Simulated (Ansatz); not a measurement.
# Glassy Ga2O3 (175 atoms): repeated cells from small to large

Wanted: cost and convergence against size for glassy Ga2O3 (175 atoms).

Calculated with Ansatz 0.2.0; Kohn-Sham DFT, PBEsol, PAW (set soft_1), plane waves.

**Experiments to compare with.** The optical band gap of a magnetron-sputtered, nitrogen-annealed Ga2O3 film, amorphous by X-ray diffraction but with some nanocrystallites and oxygen deficiency, was obtained from its UV-visible transmittance (“Ultra‐High Performance Amorphous Ga2O3 Photodetector Arrays for Solar‐Blind Imaging”, 2021, PMC8529488): optical gap 4.98 eV.

## (1) Set-up

The cell holds 175 atoms: 70 Ga and 105 O. Its edges and angles: a = 12.715 Å, b = 12.715 Å, c = 12.715 Å, α = 90.0°, β = 90.0°, γ = 90.0°. 175 atoms (70 Fe, 105 O) placed at random at 4.52 g/cm³, melted at 4500 K for 20 ps at fixed volume with the Morse and Coulomb pair potential with partial charges (Pedone, Malavasi, Menziani, Cormack and Segre, J. Phys. Chem. B 110, 11780 (2006)). Quenched from 4500 K to 300 K at 100 K/ps and fixed volume, held 5 ps. Then Fe was replaced by Ga (the potential has no terms for the new elements, so the cell is a start for a DFT relaxation).

Limits known from the start: The quench rate of 100 K/ps far exceeds what a furnace or splat quench reaches, so expect more defects and frozen-in strain than in a real sample. The starting topology of bonds comes from the classical model, and needn't be the one that DFT or experiment would give.

## (2) Plane waves, typed cell on a dense mesh

The typed cell on a k-mesh is the yardstick: it samples like Γ on the cell repeated as often as the mesh has points along each axis. Its own convergence isn't tested.

The input, input.yaml:

```yaml
crystal:
  lattice:
    - [12.7146, 0.0, 0.0]
    - [0.0, 12.7146, 0.0]
    - [0.0, 0.0, 12.7146]
  atoms:
    - { symbol: Ga, position: [0.16951, 0.07167, 0.97231] }
    - { symbol: Ga, position: [0.89104, 0.01135, 0.25425] }
    - { symbol: Ga, position: [0.31588, 0.49853, 0.13826] }
    - { symbol: Ga, position: [0.47414, 0.63675, 0.03916] }
    - { symbol: Ga, position: [0.25245, 0.24861, 0.14061] }
    - { symbol: Ga, position: [0.29754, 0.43363, 0.89775] }
    - { symbol: Ga, position: [0.40329, 0.8143, 0.20641] }
    - { symbol: Ga, position: [0.56027, 0.34826, 0.97548] }
    - { symbol: Ga, position: [0.10643, 0.32606, 0.98051] }
    - { symbol: Ga, position: [0.13489, 0.91303, 0.17586] }
    - { symbol: Ga, position: [0.11422, 0.1329, 0.33274] }
    - { symbol: Ga, position: [0.68297, 0.39722, 0.65606] }
    - { symbol: Ga, position: [0.09651, 0.60105, 0.54802] }
    - { symbol: Ga, position: [0.23396, 0.71086, 0.02093] }
    - { symbol: Ga, position: [0.11118, 0.63028, 0.26713] }
    - { symbol: Ga, position: [0.09197, 0.19603, 0.77769] }
    - { symbol: Ga, position: [0.48721, 0.82251, 0.43706] }
    - { symbol: Ga, position: [0.80859, 0.97202, 0.9872] }
    - { symbol: Ga, position: [0.17032, 0.42792, 0.70601] }
    - { symbol: Ga, position: [0.89678, 0.53812, 0.71978] }
    - { symbol: Ga, position: [0.51327, 0.83856, 0.70332] }
    - { symbol: Ga, position: [0.71466, 0.6765, 0.5961] }
    - { symbol: Ga, position: [0.89217, 0.67775, 0.44217] }
    - { symbol: Ga, position: [0.60971, 0.0224, 0.85768] }
    - { symbol: Ga, position: [0.39688, 0.1921, 0.93055] }
    - { symbol: Ga, position: [0.99906, 0.97874, 0.78938] }
    - { symbol: Ga, position: [0.83317, 0.61754, 0.97727] }
    - { symbol: Ga, position: [0.8941, 0.27304, 0.68749] }
    - { symbol: Ga, position: [0.73372, 0.20182, 0.52383] }
    - { symbol: Ga, position: [0.47626, 0.39319, 0.75024] }
    - { symbol: Ga, position: [0.44655, 0.61642, 0.57388] }
    - { symbol: Ga, position: [0.14377, 0.66379, 0.78109] }
    [... 137 atom lines left out ...]
    - { symbol: O, position: [0.84826, 0.67973, 0.68179] }
    - { symbol: O, position: [0.89116, 0.2151, 0.5354] }
    - { symbol: O, position: [0.75923, 0.02703, 0.3187] }
    - { symbol: O, position: [0.03267, 0.9581, 0.60778] }
    - { symbol: O, position: [0.49027, 0.7334, 0.89339] }
    - { symbol: O, position: [0.1677, 0.34276, 0.83763] }
kpoints:
  mp_grid: { grid: [2, 2, 2] }
hamiltonian:
  xc: pbesol
  pseudopotentials: { kind: paw, azcp: { folder: soft_1 }, xc_functional: pbe }
scf:
  occupations: { method: fixed }
output:
  forces: true
  stress: true
  populations: true
  dos:
    method: { smearing: { sigma: 0.08 } }
    de: 0.1
    projected: { site_lists: { Ga: [Ga], O: [O] } }
  eigenvalues: true
```

Started as:

```sh
$ ansatz run input.yaml --threads 32 --pin off --max-ram 92160MiB --backend cuda --events-out ev --progress --plain --runs-dir out --max-vram 78GiB
```

Numbers of over 12 decimals in the logs are rounded to 6 here.

The log of the run:

```text
Engine: ansatz 0.2.0, aarch64-unknown-linux-gnu
Pseudopotentials: kind: paw
Pseudopotential: Ga, paw, valence charge 13, recommended cutoff 420 eV (normal), soft_1/Ga.paw.azcp
Pseudopotential: O, paw, valence charge 6, recommended cutoff 420 eV (normal), soft_1/O.paw.azcp
[... 3 lines on functional and potentials left out ...]
device memory: the entry about to start is reckoned to put 75.1 GiB on a device that reports 140.0 GiB free (of which the cap on the GPU budget leaves the run 78.0 GiB)
GPU FFT provider: cuFFT
GPU libraries: cuBLAS 13.8.1, cuFFT 12.4.0, cuSOLVER 12.3.2
GPU matrix products: emulated (plane waves: as basis.precision tells), large ones in fixed point in workspaces of 1.00 GiB
Crystal: 175 atoms, lattice volume = 2055.456 Å³
Basis set: ecut = 420 eV, 40243 PW (Γ), exchange–correlation on 180×180×180 points (8 copies of the dense FFT grid, shifted against one another)
Bands: 945, of which v1, the nominal top of the filled ones, is band 770 counted from 1 (769 counted from 0)
Symmetry: 1 space group operations
Space group: P1 (ITA 1), of the structure as read, at distance tolerance 1.3e-4 Å
k-points: 8
[... 7 lines on functional and potentials left out ...]
Initial density: superposition of atomic densities (chi_scale 0.1, normalization cell, long waves kept (reshape's long-wave potential 0.12 eV rms))
Initial wavefunctions: pseudopotential atomic-orbital guess
GPU buffer pool allocated for 729000 grid points (all kernels)
GPU transforms: local potential and band sums: pruned to the plane-wave sphere, on 90×90×90
Functional: x = pbesol(κ = 0.804, μ = 0.123457), c = pbesol(β = 0.046)
SCF iter   1: F=—  HF=-320971.757882 eV  |F-HF|=—  |Δ(HF+E_count)|=         —  Δρ=1.07e-1  dr2=1.02e2  ethr=3.10e-3  ⟨swp⟩=4.0  Hψ=20267  notcnv=0  defer=1351
preconditioner: auto → Resta (q_TF=auto, 2.600 Å⁻¹)  ε∞=4.3  [insulator: Δε(μ)=0.974 eV  Ē_g=17.561 eV  n_scr=618 (ndim 8)  ℏωp=32.1 eV  f_vac=0.029  ε∞_Penn≈4.3]
SCF iter   2: F=—  HF=-320944.549579 eV  |F-HF|=—  |Δ(HF+E_count)|=    2.72e1  Δρ=4.88e-2  dr2=2.32e1  ethr=3.10e-3  ⟨swp⟩=2.0  Hψ=14050  notcnv=0  defer=1366
SCF iter   3: F=—  HF=-320935.644799 eV  |F-HF|=—  |Δ(HF+E_count)|=    8.90e0  Δρ=1.70e-2  dr2=4.60e0  ethr=1.51e-3  ⟨swp⟩=2.0  Hψ=11660  notcnv=0  defer=1372
SCF iter   4: F=—  HF=-320933.715977 eV  |F-HF|=—  |Δ(HF+E_count)|=    1.93e0  Δρ=4.38e-3  dr2=3.91e-1  ethr=2.99e-4  ⟨swp⟩=2.2  Hψ=14139  notcnv=0  defer=1375
SCF iter   5: F=—  HF=-320933.948955 eV  |F-HF|=—  |Δ(HF+E_count)|=   2.33e-1  Δρ=3.41e-3  dr2=1.81e-1  ethr=2.54e-5  ⟨swp⟩=2.0  Hψ=12292  notcnv=0  defer=1384
SCF iter   6: F=—  HF=-320933.991935 eV  |F-HF|=—  |Δ(HF+E_count)|=   4.30e-2  Δρ=1.57e-3  dr2=4.28e-2  ethr=1.18e-5  ⟨swp⟩=2.0  Hψ=12095  notcnv=0  defer=1384
SCF iter   7: F=—  HF=-320933.991470 eV  |F-HF|=—  |Δ(HF+E_count)|=   4.66e-4  Δρ=4.43e-4  dr2=5.07e-3  ethr=2.78e-6  ⟨swp⟩=2.0  Hψ=12297  notcnv=0  defer=1384
SCF iter   8: F=—  HF=-320933.983472 eV  |F-HF|=—  |Δ(HF+E_count)|=   8.00e-3  Δρ=2.72e-4  dr2=1.60e-3  ethr=3.29e-7  ⟨swp⟩=2.0  Hψ=12048  notcnv=0  defer=1384
SCF iter   9: F=—  HF=-320933.988352 eV  |F-HF|=—  |Δ(HF+E_count)|=   4.88e-3  Δρ=1.33e-4  dr2=4.18e-4  ethr=1.04e-7  ⟨swp⟩=2.0  Hψ=12353  notcnv=0  defer=1351
SCF iter  10: F=—  HF=-320933.984116 eV  |F-HF|=—  |Δ(HF+E_count)|=   4.24e-3  Δρ=4.25e-5  dr2=6.44e-5  ethr=2.71e-8  ⟨swp⟩=2.0  Hψ=11734  notcnv=0  defer=1351
SCF iter  11: F=—  HF=-320933.991191 eV  |F-HF|=—  |Δ(HF+E_count)|=   7.08e-3  Δρ=6.23e-5  dr2=7.48e-5  ethr=4.18e-9  ⟨swp⟩=2.0  Hψ=13710  notcnv=0  defer=1351
SCF iter  12: F=—  HF=-320933.991201 eV  |F-HF|=—  |Δ(HF+E_count)|=   9.58e-6  Δρ=1.79e-5  dr2=6.73e-6  ethr=4.18e-9  ⟨swp⟩=2.0  Hψ=12257  notcnv=0  defer=1351
SCF iter  13: F=—  HF=-320933.991203 eV  |F-HF|=—  |Δ(HF+E_count)|=   2.82e-6  Δρ=5.04e-6  dr2=8.42e-7  ethr=4.37e-10  ⟨swp⟩=2.0  Hψ=12006  notcnv=0  defer=1351
SCF iter  14: F=—  HF=-320933.991205 eV  |F-HF|=—  |Δ(HF+E_count)|=   1.63e-6  Δρ=5.42e-6  dr2=5.93e-7  ethr=5.47e-11  ⟨swp⟩=3.0  Hψ=12545  notcnv=0  defer=1351
SCF iter  15: F=-320933.991205 eV  HF=-320933.991205 eV  |F-HF|=4.05e-8  |Δ(HF+E_count)|=   1.38e-7  Δρ=1.61e-6  dr2=6.96e-8  ethr=6.49e-12  ⟨swp⟩=10.0  Hψ=40520  notcnv=0
SCF 1 converged in 15 iterations: F = -320933.991205 eV  dr2 = 6.96e-8
  greatest PAW one-centre occupation: 0.998 electrons in one spin orbital (limit 2), on the Ga atom at site 35 (counted from 0), in its partial waves of l = 2
SCF converged after 15 iterations
Free energy (F): -320933.991205 eV
Harris-Foulkes:  -320933.991205 eV  (|F-HF|=4.05e-8)
Internal energy: -320933.991205 eV  (E = F + TS)
E sigma→0 (E₀):  -320933.991205 eV
Fermi energy:    7.043762 eV
--- Per-component energies (eV) ---
  E_band       = -4191.987782
  E_kinetic    = 25226.302762
  E_local      = -136920.043061  (includes V_loc(G=0)·N_el)
  E_nonlocal   = -564.851529
  E_hartree    = 77656.678968
  E_xc         = -11620.157663
  E_vxc        = -13209.970056  (∫ρ·V_xc dr)
  E_paw        = -153687.398416  (= ΣΔE_a)
  E_vpaw       = -34036.835162  (= ΣTr[D̂ρ^β])
  E_aug_tail   = 0.064898  (compensation charges beyond the density's cutoff)
  E_ewald      = -121088.700934
  E_core_change = 64.113769  (= ΣΔE_core)
  E_smearing   = -0.000000  (= −TS)
  E_closure    = 0.000000  (closes the sum)
  Σ components = -320933.991205   (vs F -320933.991205, Δ=0.00e0)
--- Forces (eV/Å), atoms counted from 1 ---
[... 175 lines of forces left out ...]
  max |Σ_I F_I| component: 2.53e-5 eV/Å
--- Stress (GPa, compression-positive) ---
      -16.187535       0.024362      -0.058397
        0.024362     -15.178018       0.327998
       -0.058397       0.327998     -15.446748
  P = ⅓ Tr σ = -15.6041 GPa (-156.041 kbar)
--- Band table (eV; the first three rows and the last of 8) ---
--- Löwdin populations: 175 sites ---
  site symbol       q [e]
[... 175 lines, one an atom, left out ...]
  spilling = 0.002641 (of n_electrons = 1540.000000)
```

Elapsed: 8.3 s, on 1 × NVIDIA GB200 with 32 threads of Arm Neoverse V2, shared host; peak memory 7 GiB.

That memory is the host's; the program planned up to 75.1 GiB on the GPU. Forces of this run were stored rounded, and per-atom blocks of the log weren't kept.

Numbers from this run:

```
free energy                                      : -320933.9912 eV
free energy per atom                             : -1833.9085 eV/atom
SCF cycles                                       : 15
pressure                                         : -15.6 GPa
r.m.s. force component                           : 0.6739 eV/Å
longest force                                    : 3.139 eV/Å
Fermi energy                                     : 7.044 eV
gap (highest filled to lowest empty level) : 0.4235 eV
spilling of the projection                       : 0.002641
```

The r.m.s. force component of 0.67 eV/Å sets the scale for the differences below.

## (3) Plane waves, 175 atoms

The typed cell is solved at Γ alone, the coarsest sampling of the series.

input.yaml, the sections that differ from step 2:

```yaml
kpoints:
  mp_grid: { grid: [1, 1, 1] }
output:
  forces: true
  eigenvalues: true
# crystal, hamiltonian, scf: as in step 2
```

Wall time 2.1 s (1 × NVIDIA GB200 with 32 threads); peak memory 1.2 GiB; 5 s of CPU time.

That memory is the host's; the program planned up to 7.2 GiB on the GPU.

It converged in 15 SCF cycles; the log is left out.

The energy lies 2.94 meV/atom above the dense-mesh reference.

## (4) Support functions, 175 atoms

The typed cell is solved at Γ alone, now in support functions.

This step: Kohn-Sham DFT, PBEsol, PAW (set soft_1), localised support functions (medium) (Ansatz 0.2.0).

Changes to input.yaml since step 3:

```diff
@@ -14,2 +14,4 @@
   occupations: { method: fixed }
+  eigensolver: { kind: { support_functions: { accuracy: medium } } }
+  max_iter: 150
 output:
```

The log of the run:

```text
Warning: scf.eigensolver.kind.support_functions: disabling space-group detection — the functions' gradient is summed over unrotated k-points, so no spatial operation reduces the k-mesh or symmetrises the density; time reversal is kept, so that k and −k are solved as one point where they differ and the mesh holds both, and exact exchange and, on two spinor components, a DFT+U term hold to it where the run has them: [...]
Warning: basis.ecutwfc = 464 eV, auto-derived: no grid that the accuracy of the support functions lays serves the files at the lower one that their records recommend; a deck with other species or settings can derive another value
settings of this run that can trade accuracy for cost: scf.eigensolver.kind.support_functions [...]
[...]
GPU FFT provider: cuFFT
GPU libraries: cuBLAS 13.8.1, cuFFT 12.4.0, cuSOLVER 12.3.2
[...]
Crystal: 175 atoms, lattice volume = 2055.456 Å³
Basis set: ecut = 464 eV, 46681 PW (Γ), exchange–correlation on 180×180×180 points (8 copies of the dense FFT grid, shifted against one another)
Bands: 924, of which v1, the nominal top of the filled ones, is band 770 counted from 1 (769 counted from 0)
Symmetry: 1 space group operations
k-points: 1
[...]
GPU buffer pool allocated for 729000 grid points (all kernels)
Eigensolver: Support functions (medium, 72×72×72 points, laid for a spacing of at most 0.195654 Å, radius 3.542073 Å, 1 species' potentials softened for the grid, 2 wholly corrected for its errors in the mean over positions, 2 with the egg-box correction, energy correction by stochastic trace)
[...]
SCF iter   1: F=—  HF=-320899.421381 eV  |F-HF|=—  |Δ(HF+E_count)|=         —  Δρ=1.15e-1  dr2=1.31e2  ethr=1.00e-1
[...]
SCF iter  15: F=—  HF=-320934.076174 eV  |F-HF|=—  |Δ(HF+E_count)|=   2.85e-3  Δρ=1.66e-5  dr2=4.86e-6  ethr=1.29e-9  κ⁻¹=5.8e-5(r=7)
SCF iter  16: F=-320934.076169 eV  HF=-320934.076169 eV  |F-HF|=4.92e-7  |Δ(HF+E_count)|=   5.19e-6  Δρ=5.49e-6  dr2=1.24e-6  ethr=3.16e-10
SCF 1 converged in 16 iterations: F = -320934.126439 eV  dr2 = 1.24e-6
[...]
SCF converged after 16 iterations
Stability not checked: this state was not tested for a lower state beside it, because the mixer in use, unlike msr1, does not test its closes by its own steps (another_mixer; see scf.mixing.algorithm and scf.lower_state_search)
Free energy (F): -320934.126439 eV
[...]
Internal energy: -320934.126439 eV  (E = F + TS)
E sigma→0 (E₀):  -320934.126439 eV
Fermi energy:    7.060049 eV
[...]
Σ components = -320934.126439   (vs F -320934.126439, Δ=0.00e0)
--- Forces (eV/Å), atoms counted from 1 ---
[... 175 lines of forces left out ...]
  max |Σ_I F_I| component: 4.68e-3 eV/Å
--- Band table (eV) ---
[... left out ...]
```

Elapsed: 6.7 s, on 1 × NVIDIA GB200 with 32 threads; peak memory 1.2 GiB; 20 s of CPU time.

That memory is the host's; the program planned up to 5.7 GiB on the GPU.

The program notes that the band table was not solved further than the SCF left it and it switched symmetry off.

The energy lies 0.773 meV/atom below the dense-mesh reference, and 3.7 meV/atom below plane waves of the same size, an offset between the two bases that leaves the sampling error alike.

## (5) Support functions, 1400 atoms

The repeated cell is solved at Γ in support functions.

Changes to input.yaml since step 4:

```diff
@@ -7,2 +7,3 @@
     [... the 175 atom lines of step 2 ...]
+  supercell: [2, 2, 2]
 kpoints:
@@ -15,2 +16,3 @@
   eigensolver: { kind: { support_functions: { accuracy: medium } } }
+  mixing: { beta: 0.2 }
   max_iter: 150
```

The log of the run:

```text
[...]
GPU FFT provider: cuFFT
GPU libraries: cuBLAS 13.8.1, cuFFT 12.4.0, cuSOLVER 12.3.2
[...]
Crystal: 1400 atoms, lattice volume = 16443.645 Å³
Basis set: ecut = 464 eV, 373221 PW (Γ), exchange–correlation on 360×360×360 points (8 copies of the dense FFT grid, shifted against one another)
Bands: 6979, of which v1, the nominal top of the filled ones, is band 6160 counted from 1 (6159 counted from 0)
Symmetry: 1 space group operations
k-points: 1
[...]
GPU buffer pool allocated for 5832000 grid points (all kernels)
[...]
SCF iter   1: F=—  HF=-2567198.595880 eV  |F-HF|=—  |Δ(HF+E_count)|=         —  Δρ=1.15e-1  dr2=1.04e3  ethr=1.00e-1
[...]
SCF iter  22: F=—  HF=-2567476.901956 eV  |F-HF|=—  |Δ(HF+E_count)|=   9.09e-3  Δρ=1.14e-5  dr2=1.54e-5  ethr=2.57e-10  κ⁻¹=1.6e-4(r=7)
SCF iter  23: F=-2567476.901965 eV  HF=-2567476.901966 eV  |F-HF|=6.47e-7  |Δ(HF+E_count)|=   9.77e-6  Δρ=2.58e-6  dr2=2.32e-6  ethr=1.25e-10
SCF 1 converged in 23 iterations: F = -2567477.210293 eV  dr2 = 2.32e-6
[...]
SCF converged after 23 iterations
[...]
Free energy (F): -2567477.210293 eV
[...]
Internal energy: -2567477.210293 eV  (E = F + TS)
E sigma→0 (E₀):  -2567477.210293 eV
Fermi energy:    7.043156 eV
[...]
Σ components = -2567477.210293   (vs F -2567477.210293, Δ=0.00e0)
--- Forces (eV/Å), atoms counted from 1 ---
  atom   1  Ga     0.15181717    -0.13929414     0.72144888
  atom   2  Ga    -0.77821612     1.49531669     0.55667047
  atom   3  Ga    -0.73153130    -1.68264919     0.39008972
  atom   4  Ga    -0.19679816     1.23577699    -2.87671422
  atom   5  Ga    -0.59263732    -0.55370325     1.58430766
  atom   6  Ga    -0.92939865     1.49925882     0.43451069
  [... forces on the other 1394 atoms ...]
  max |Σ_I F_I| component: 3.27e-2 eV/Å
--- Band table (eV) ---
[... left out ...]
```

The job ended after 71 s (1 × NVIDIA GB200 with 32 threads; peak memory 3.5 GiB; 1.8 min of CPU time).

That memory is the host's; the program planned up to 35.9 GiB on the GPU.

The program repeats the typed cell 2×2×2 times, 1400 atoms in all; totals in the log are those of the whole repeated cell, and force differences are taken after averaging over the copies of each atom.

The energy lies 3.77 meV/atom below the dense-mesh reference.

(Continued in part 2 of 2.)

[Logs are printed without paths, hosts, clocks, repeated set-up lines and the standing remarks that a program may print on its own settings, such as how far it seeks lower states.]

[Hosts, paths, dates, database ids (printed as entryN), source tags and the programs' standing remarks are cut or masked in the printed files.]
